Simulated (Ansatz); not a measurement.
## Heat carried by phonons in KBr (Fm-3m)

Aim: the lattice thermal conductivity of KBr against temperature, and which phonons carry it.

Experimental results on record:
- thermal conductivity 3.4 W/m/K near room temperature (given in “Combining the AFLOW GIBBS and Elastic Libraries to efficiently and robustly screen thermo-mechanical properties of solids”, 2017, arXiv:1611.05714)
- thermal conductivity 3.4 W/m/K near room temperature (given in “Predicting the lattice thermal conductivity of solids by solving the Boltzmann transport equation: AFLOW - AAPL an automated, accurate and efficient framework”, 2017, arXiv:1611.05481)

Calculated with Ansatz 0.2.0; DFT r2SCAN, scalar-relativistic, plane waves, PAW.

This is a report of a sequence of runs, with most program output left out.

## (1) Starting point

The structure is cubic, space group Fm-3m (No. 225). The conventional cell has a = 6.600 Å, b = 6.600 Å, c = 6.600 Å, α = 90.00°, β = 90.00°, γ = 90.00°. Nearest to K lie 6 Br at 3.30 Å. Br has 6 K at 3.30 Å nearest. Farther neighbours and most contacts between anions are not listed.

## (2) A first coarse run

Before spending time, one coarse run tells the gap and the pressure of the starting cell.

Contents of input.yaml:

```yaml
crystal:
  lattice:
    - [0.0, 3.3, 3.3]
    - [3.3, 0.0, 3.3]
    - [3.3, 3.3, 0.0]
  atoms:
    - { symbol: K, position: [0.0, 0.0, 0.0] }
    - { symbol: Br, position: [0.5, 0.5, 0.5] }
kpoints:
  mp_grid: { grid: [6, 6, 6] }
hamiltonian:
  xc: r2scan
scf:
  occupations: { method: gaussian, width: 0.1 }
output:
  forces: true
  stress: true
  eigenvalues: true
```

Started as:

```console
> ansatz run input.yaml --threads 16 --pin off --max-ram 30720MiB --backend cpu --events-out ev --progress --plain --runs-dir out
```

The job ended after 0.87 s (16 threads of Arm Neoverse N1, shared host; peak memory 0.54 GiB; 7.1 s of CPU time).

Numbers from this step:

```yaml
pressure: 0.06627 GPa
gap_on_the_k_mesh: 5.077 eV
volume_per_atom: 35.94 Å³
```

The start is under 0.066 GPa at this level and looks like an insulator or semiconductor on this mesh.

## (3) Relaxation

The vibrations must be taken about the equilibrium of this functional, not about the starting cell, so the structure is relaxed.

input.yaml, the sections that differ from step 2:

```yaml
scf:
  occupations: { method: gaussian, width: 0.02 }
output:
  forces: true
  stress: true
  eigenvalues: true
  write_density: true
  write_potential: true
  elf: true
  volumetric_format: npy
relax:
  adjacent_minimum: "off"
  f_tol: 0.005
  max_steps: 80
  cell: { stress_tol: 0.05 }
# crystal, kpoints, hamiltonian: as in step 2
```

Wall time 2.4 s (16 threads); peak memory 0.57 GiB; 22 s of CPU time.

Little changed from the start: no atom moved by 0.005 Å and no cell edge by 0.1 %.

Numbers from this step:

```yaml
pressure: 0.03360 GPa
gap_on_the_k_mesh: 5.071 eV
volume_per_atom: 36.01 Å³
```

ELF in the ac plane of the conventional cell at fractional y = 0.000, with atoms of K and Br within 0.2 Å of it. It is the smooth field of the valence electrons, not physical close to the nuclei.

Values, 10 rows by 16 columns, each cell a mean:
```
0.81 0.85 0.57 0.08 0.37 0.80 0.82 0.47 0.37 0.72 0.85 0.61 0.08 0.32 0.81 0.83
0.47 0.35 0.11 0.02 0.21 0.58 0.76 0.81 0.82 0.79 0.68 0.37 0.04 0.05 0.27 0.44
0.34 0.32 0.23 0.09 0.03 0.08 0.14 0.18 0.18 0.16 0.10 0.04 0.04 0.17 0.29 0.34
0.83 0.84 0.75 0.47 0.06 0.09 0.45 0.64 0.67 0.55 0.23 0.03 0.26 0.68 0.82 0.85
0.18 0.61 0.86 0.63 0.09 0.37 0.84 0.80 0.74 0.85 0.62 0.10 0.38 0.81 0.79 0.31
0.37 0.72 0.85 0.61 0.08 0.32 0.81 0.83 0.81 0.85 0.57 0.08 0.37 0.80 0.82 0.47
0.82 0.79 0.68 0.37 0.04 0.05 0.27 0.44 0.47 0.35 0.11 0.02 0.21 0.58 0.76 0.81
0.18 0.16 0.10 0.04 0.04 0.17 0.29 0.34 0.34 0.32 0.23 0.09 0.03 0.08 0.14 0.18
0.67 0.55 0.23 0.03 0.26 0.68 0.82 0.85 0.83 0.84 0.75 0.47 0.06 0.09 0.45 0.64
0.74 0.85 0.62 0.10 0.38 0.81 0.79 0.31 0.18 0.61 0.86 0.63 0.09 0.37 0.84 0.80
```
Columns run along a (6.6 Å), rows up along c (6.6 Å), edges of the conventional cell, whose origin can differ from the input's. Atoms in or near the plane, at fractional coordinates: K at (0.00, 0.00), K at (0.50, 0.50), Br at (0.50, 0.00), Br at (0.00, 0.50).

Electrostatic potential energy in the ac plane of the conventional cell at fractional y = 0.000, with atoms of K and Br within 0.2 Å of it. With pseudopotentials it is smooth inside the atoms' cores, unlike the true potential.

Values in eV, 10 rows by 16 columns, each cell a mean:
```
-38 -25  -3   4   6   3 -22 -55 -59 -39  -2   5   5   1 -15 -35
 -3   0   4   6   7   6   4  -1  -3   2   6   7   6   5   2  -2
  5   6   6   7   7   6   6   5   5   5   6   7   7   7   6   5
-14  -3   5   7   6   4  -1  -8 -10  -4   3   5   6   6   1 -11
-66 -49  -5   5   5   0 -20 -41 -44 -31  -5   4   6   2 -30 -63
-59 -39  -2   5   5   1 -15 -35 -38 -25  -3   4   6   3 -22 -55
 -3   2   6   7   6   5   2  -2  -3   0   4   6   7   6   4  -1
  5   5   6   7   7   7   6   5   5   6   6   7   7   6   6   5
-10  -4   3   5   6   6   1 -11 -14  -3   5   7   6   4  -1  -8
-44 -31  -5   4   6   2 -30 -63 -66 -49  -5   5   5   0 -20 -41
```
Columns run along a (6.6 Å; values clipped at the 3rd and 97th percentile), rows up along c (6.6 Å), edges of the conventional cell, whose origin can differ from the input's. Atoms in or near the plane, at fractional coordinates: K at (0.00, 0.00), K at (0.50, 0.50), Br at (0.50, 0.00), Br at (0.00, 0.50).

Valence density in the ac plane of the conventional cell at fractional y = 0.000, with atoms of K and Br within 0.2 Å of it. It is the smooth field of the valence electrons, not physical close to the nuclei.

Values in e/Å³, 10 rows by 16 columns, each cell a mean:
```
3.2 1.9 0.4 0.1 0.1 0.3 0.9 0.9 0.8 1.0 0.5 0.2 0.1 0.2 1.2 2.9
0.4 0.2 0.1 0.0 0.0 0.1 0.3 0.5 0.5 0.4 0.2 0.1 0.0 0.0 0.1 0.3
0.1 0.1 0.0 0.0 0.0 0.0 0.1 0.1 0.1 0.1 0.0 0.0 0.0 0.0 0.1 0.1
0.8 0.6 0.2 0.1 0.0 0.1 0.3 0.7 0.9 0.4 0.1 0.0 0.1 0.2 0.4 0.7
0.6 1.1 0.6 0.2 0.1 0.2 1.5 3.4 3.8 2.4 0.5 0.1 0.1 0.4 1.0 0.8
0.8 1.0 0.5 0.2 0.1 0.2 1.2 2.9 3.2 1.9 0.4 0.1 0.1 0.3 0.9 0.9
0.5 0.4 0.2 0.1 0.0 0.0 0.1 0.3 0.4 0.2 0.1 0.0 0.0 0.1 0.3 0.5
0.1 0.1 0.0 0.0 0.0 0.0 0.1 0.1 0.1 0.1 0.0 0.0 0.0 0.0 0.1 0.1
0.9 0.4 0.1 0.0 0.1 0.2 0.4 0.7 0.8 0.6 0.2 0.1 0.0 0.1 0.3 0.7
3.8 2.4 0.5 0.1 0.1 0.4 1.0 0.8 0.6 1.1 0.6 0.2 0.1 0.2 1.5 3.4
```
Columns run along a (6.6 Å), rows up along c (6.6 Å), edges of the conventional cell, whose origin can differ from the input's. Atoms in or near the plane, at fractional coordinates: K at (0.00, 0.00), K at (0.50, 0.50), Br at (0.50, 0.00), Br at (0.00, 0.50).

## (4) Relaxing to small residual forces and stress

The thresholds are tightened for a last relaxation ahead of the phonons, and where mesh or smearing change with them the cell follows.

Contents of input.yaml:

```yaml
crystal:
  lattice:
    - [0.0, 3.3022256581, 3.3022256581]
    - [3.3022256581, 0.0, 3.3022256581]
    - [3.3022256581, 3.3022256581, 0.0]
  atoms:
    - { symbol: K, position: [0.0, 0.0, 0.0] }
    - { symbol: Br, position: [0.5, 0.5, 0.5] }
kpoints:
  mp_grid: { grid: [6, 6, 6] }
hamiltonian:
  xc: r2scan
scf:
  occupations: { method: fixed }
output:
  forces: true
  stress: true
  eigenvalues: true
relax:
  adjacent_minimum: "off"
  f_tol: 0.001
  max_steps: 60
  cell: { stress_tol: 0.01 }
```

Elapsed: 2.8 s, on 16 threads; peak memory 0.56 GiB; 27 s of CPU time.

Little changed from the start: no atom moved by 0.005 Å and no cell edge by 0.1 %.

This step gave:

- pressure: 1.66e-4 GPa
- gap on the k-mesh: 5.065 eV
- volume per atom: 36.09 Å³

The residual pressure is 1.7e-4 GPa, small enough for phonons.

## (5) A faulty attempt

This input was changed on purpose, to see how the program answers.

Contents of input.yaml:

```yaml
crystal:
  lattice:
    - [0.0, 3.3045281391, 3.3045281391]
    - [3.3045281391, 0.0, 3.3045281391]
    - [3.3045281391, 3.3045281391, 0.0]
  atoms:
    - { symbol: K, position: [0.0, 0.0, 0.0] }
    - { symbol: Br, position: [0.5, 0.5, 0.5] }
kpoints:
  mp_grid: { grid: [4, 4, 4] }
hamiltonian:
  xc: r2scan
scf:
  occupations: { method: fixed }
  max_iter: 50
output:
  eigenvalues: true
phonons:
  supercell: [2, 2, 2]
  dielectric: false
  third_order: { supercell: [2, 2, 2], pair_cutoff: 3.455 }
  lattice_thermal_conductivity:
    qmesh: [9, 9, 9]
    temperatures: [300]
    isotope_mass_variance:
      - { species: Br, variance: 0.0001563 }
      - { species: K, variance: 0.000164 }
    delta_function: { method: gaussian }
```

Elapsed: 0.03 s, on 16 threads; peak memory 0.031 GiB.

The input was rejected at the start.

The program's message: “Error: invalid value for `phonons.lattice_thermal_conductivity.delta_function.standard_deviation`: required by method: gaussian — the width has no default, since the result must be converged in it; se …”

The fault put into the input: a Gaussian without its width.

## (6) Anharmonic force constants and conductivity, dipole term asked yes

Pairs of atoms inside the cutoff are displaced in a supercell, the forces give the cubic constants, and these give the three-phonon rates of the Boltzmann equation.

input.yaml, the sections that differ from step 5:

```yaml
kpoints:
  mp_grid: { grid: [6, 6, 6] }
scf:
  occupations: { method: fixed }
phonons:
  method: fd
  dielectric: true
  qmesh: [6, 6, 6]
  temperatures: { t_max: 1000, t_step: 50 }
  qpath:
    path:
      - [[0.0, 0.0, 0.0], [0.5, 0.0, 0.5], [0.625, 0.25, 0.625]]
      - [[0.375, 0.375, 0.75], [0.0, 0.0, 0.0], [0.5, 0.5, 0.5], [0.5, 0.25, 0.75], [0.5, 0.0, 0.5]]
    npoints: 10
  third_order: { supercell: [3, 3, 3], pair_cutoff: 3.455 }
  lattice_thermal_conductivity:
    qmesh: [17, 17, 17]
    temperatures: [100.0, 150.0, 200.0, 300.0, 400.0, 500.0]
    isotope_mass_variance:
      - { species: Br, variance: 0.0001563 }
      - { species: K, variance: 0.000164 }
# crystal, hamiltonian, output: as in step 5
```

Run time: 10 s. Hardware: 16 threads; peak memory 0.24 GiB.

The input was rejected at the start.

The program's message: “memory limit exceeded: the `energy derivatives` phase of `third-order reference` needs 39.71 GiB against the run's memory maximum of 30.00 GiB; largest carriers: ion tables 24.64 GiB, converged xc re- …”

## (7) Third-order constants and the Boltzmann equation, dipole term asked no

The supercell must be wider than twice the pair cutoff, and the number of displaced cells grows with the pairs inside it, which is where the cost lies.

Edit input.yaml of step 6 so:

```diff
@@ -18,3 +18,3 @@
   method: fd
-  dielectric: true
+  dielectric: false
   qmesh: [6, 6, 6]
```

Elapsed: 9.9 s, on 16 threads; peak memory 0.23 GiB.

The input was rejected at the start.

The program's message: “memory limit exceeded: the `energy derivatives` phase of `third-order reference` needs 39.71 GiB against the run's memory maximum of 30.00 GiB; largest carriers: ion tables 24.64 GiB, converged xc re- …”

## (8) What came out

| Item | Value |
| --- | --- |
| conductivity | not obtained on sound settings |

**Reading.** No conductivity was obtained: no run with a large enough supercell and cutoff finished.

[Logs are printed without paths, hosts, clocks, repeated set-up lines and the standing remarks that a program may print on its own settings, such as how far it seeks lower states.]

[Hosts, paths, dates, database ids (printed as entryN), source tags and the programs' standing remarks are cut or masked in the printed files.]

[A step with changed settings may run another functional than the one named; its input shows which.]
